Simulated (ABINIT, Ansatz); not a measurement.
# YScB2O6 (R-3): changed settings of a GW run in ABINIT, part 2 of 2

What do changed inputs do to GW on YScB2O6 (R-3)?

ABINIT 10.8.3; LDA and many-body steps on it, plane waves. Known limits of the many-body steps: not at the basis limit; no spin-orbit coupling; coarse k mesh.

So far. Step 2 (Screening, 2×2×2 mesh, 106 bands, screening to 114.3 eV): Local fields lower ε∞ by 7 %. On a Γ-centred mesh this coarse the value itself is usually too large, while a short band sum pulls it down. Step 3 (Base): The gap on the mesh goes from 4.39 eV to 7.54 eV, a correction of +3.14 eV.

## (5) A keyword of another program

Level of this step: G0W0 on LDA, plane waves, norm-conserving pseudopotentials (ABINIT).

run.abi reads:

```
acell 3*1.0 Angstrom
rprim 
  2.455259121368 1.417544514628 5.373024847406
  -2.455259121368 1.417544514628 5.373024847406
  0.000000000000 -2.835089029328 5.373024847387
ntypat 4
znucl 39 21 5 8
natom 10
typat 1 2 3 3 4 4 4 4 4 4
xred 
  0.500000000000 0.500000000000 0.500000000000
  0.000000000000 0.000000000000 0.000000000000
  0.255007000000 0.255007000000 0.255007000000
  0.744993000000 0.744993000000 0.744993000000
  0.233543000000 0.545880000000 0.981547000000
  0.981547000000 0.233543000000 0.545880000000
  0.545880000000 0.981547000000 0.233543000000
  0.018453000000 0.766457000000 0.454120000000
  0.454120000000 0.018453000000 0.766457000000
  0.766457000000 0.454120000000 0.018453000000
pp_dirpath "pseudos"
pseudos "Y.upf, Sc.upf, B.upf, O.upf"
ecut 36
ngkpt 2 2 2
nshiftk 1
shiftk 0 0 0
kptopt 1
chksymbreak 0
istwfk *1
occopt 1
irdwfk 1
optdriver 4
nband 106
gwcalctyp 0
ecutsigx 36
symsigma 1
nkptgw 2
kptgw 
  0.5000000000 0.5000000000 0.0000000000
  0.0000000000 0.0000000000 0.0000000000
bdgw 
  31 34
  31 34
ecuteps 4.2
irdscr 1
ppmodel 1
ecut_chi 100
indata_prefix "in"
outdata_prefix "out"
tmpdata_prefix "tmp"
```

On the command line:

```
OMP_NUM_THREADS=1 mpirun -n 4 abinit run.abi > log
```

The log of the run:

```text
.Version 10.8.3 of ABINIT. v10.8.2 released Aug 2026.

 Symmetries : space group R-3 (#148); Bravais hR (rhombohedral)
================================================================================
 Values of the parameters that define the memory need of the present run
     intxc =       0    ionmov =       0      iscf =       7    lmnmax =       6
     lnmax =       6     mgfft =      64  mpssoang =       3    mqgrid =    3001
     natom =      10  nloc_mem =       1    nspden =       1   nspinor =       1
    nsppol =       1      nsym =       6    n1xccc =    2501    ntypat =       4
    occopt =       1   xclevel =       1
-    mband =         106        mffmem =           1         mkmem =           1
       mpw =        7863          nfft =      262144          nkpt =           4
================================================================================
  Rough estimation (10% accuracy) of disk space for files :
================================================================================

--------------------------------------------------------------------------------
------------- Echo of variables that govern the present computation ------------
--------------------------------------------------------------------------------
 -outvars: echo values of preprocessed input variables --------
            acell      1.8897261259E+00  1.8897261259E+00  1.8897261259E+00 Bohr

             bdgw          31      34      31      34
      chksymbreak           0
             ecut      3.60000000E+01 Hartree
          ecuteps      4.20000000E+00 Hartree
         ecutsigx      3.60000000E+01 Hartree
          ecutwfn      3.60000000E+01 Hartree
-          fftalg         312
           irdscr           1
           irdwfk           1

[...]
nsym           6
           ntypat           4
              occ      2.000000  2.000000  2.000000  2.000000  2.000000  2.000000
                       2.000000  2.000000  2.000000  2.000000  2.000000  2.000000
                       2.000000  2.000000  2.000000  2.000000  2.000000  2.000000
                       2.000000  2.000000  2.000000  2.000000  2.000000  2.000000
[...]
0.000000  0.000000  0.000000  0.000000  0.000000  0.000000
   [... 7 further rows ...]
                       0.000000  0.000000  0.000000  0.000000  0.000000  0.000000
                       0.000000  0.000000  0.000000  0.000000
        optdriver           4
            rprim      2.4552591214E+00  1.4175445146E+00  5.3730248474E+00
[...]
spgroup         148

             xred      5.0000000000E-01  5.0000000000E-01  5.0000000000E-01
[...]
4.5412000000E-01  1.8453000000E-02  7.6645700000E-01
                       7.6645700000E-01  4.5412000000E-01  1.8453000000E-02
            znucl       39.00000   21.00000    5.00000    8.00000

================================================================================

 chkinp: Checking input parameters for consistency.

--- !ERROR
message: |
    Found token: `ECUT_CHI` in the input file.
    This name is not one of the registered input variable names (see
    Action: check your input file. Perhaps you mistyped the input variable,
    or specified "img", although this was not permitted for this input variable.

--- !ERROR
message: |
    Found token: `ECUT_CHI` in the input file.
    This name is not one of the registered input variable names (see
    Action: check your input file. Perhaps you mistyped the input variable,
    or specified "img", although this was not permitted for this input variable.

--- from the log ---
Found token: `ECUT_CHI` in the input file.
    This name is not one of the registered input variable names (see
    Action: check your input file. Perhaps you mistyped the input variable,
    or specified "img", although this was not permitted for this input variable.
```

Elapsed: 0.79 s, on 4 MPI ranks of Arm Neoverse V1, shared host; peak memory 0.05 GiB.

The run stopped with an error after 0.79 s.

The program's words: Found token: `ECUT_CHI` in the input file. This name is not one of the registered input variable names (see Action: check your input file. Perhaps you mistyped the input variable, or specified "img", although this was not permitted for this input variable.

The fault put into this input: a keyword of another program.

## (6) The runs together

Times are wall times on 4 MPI ranks of Arm Neoverse V1, shared host, good to a factor of about two. A run's time includes the screening step that it read.

| run | mesh | bands | screening cutoff (eV) | DFT gap (eV) | gap on the mesh (eV) | direct (eV) | ε∞ used | time |
| --- | --- | --- | --- | --- | --- | --- | --- | --- |
| base | 2×2×2 | 106 | 114.3 | 4.393 | 7.537 | 7.537 | 3.51 | 58 s |
| smaller part of the screening matrix | 2×2×2 | 106 | 29.9 | 4.393 | 8.804 | 8.804 | 3.51 | 52 s |

## (7) Outcome

| Quantity | Value |
| --- | --- |
| base | 7.537 eV |
| smaller part of the screening matrix | 8.804 eV |
| known limits | not at the basis limit; no spin-orbit coupling; coarse k mesh |

What this shows: Smaller part of the screening matrix: +1.267 eV against base (keys changed: ecuteps). Bands and cutoff are finite, so the gap is not at the basis limit. The miss can reach some tenths of an eV and take either sign; the mesh is an error of its own. In the first G0W0 run levels were corrected at 2 k points alone, so a gap called «on the mesh» is the least over those, and an edge elsewhere would be missed. The 2×2×2 mesh is coarse for this cell, which bears on the long-range parts of exchange and screening. The many-body steps are scalar-relativistic: spin-orbit coupling is not in them.

[Paths, hosts, dates, memory and timing lines, banners, echoed tables and standing remarks are left out of the program output.]

[Logs are printed without paths, hosts, clocks, repeated set-up lines and the standing remarks that a program may print on its own settings, such as how far it seeks lower states.]

[Runs of the session that timed out or met a known fault of the program may be left out.]

[No measured gap is set beside runs whose start may be inverted or whose files or cutoffs have a known fault.]

[Hosts, paths, dates, database ids (printed as entryN), source tags and the programs' standing remarks are cut or masked in the printed files.]

[G0W0 gaps are taken among the corrected bands and points alone; a level outside them can change the order at an edge.]

[Where Ansatz stands beside ABINIT at settings called matched, ABINIT's density can come from a denser mesh and the files from another edition; pairs whose starting gaps differed by over 0.03 eV were left out, so agreement reads better than it is.]
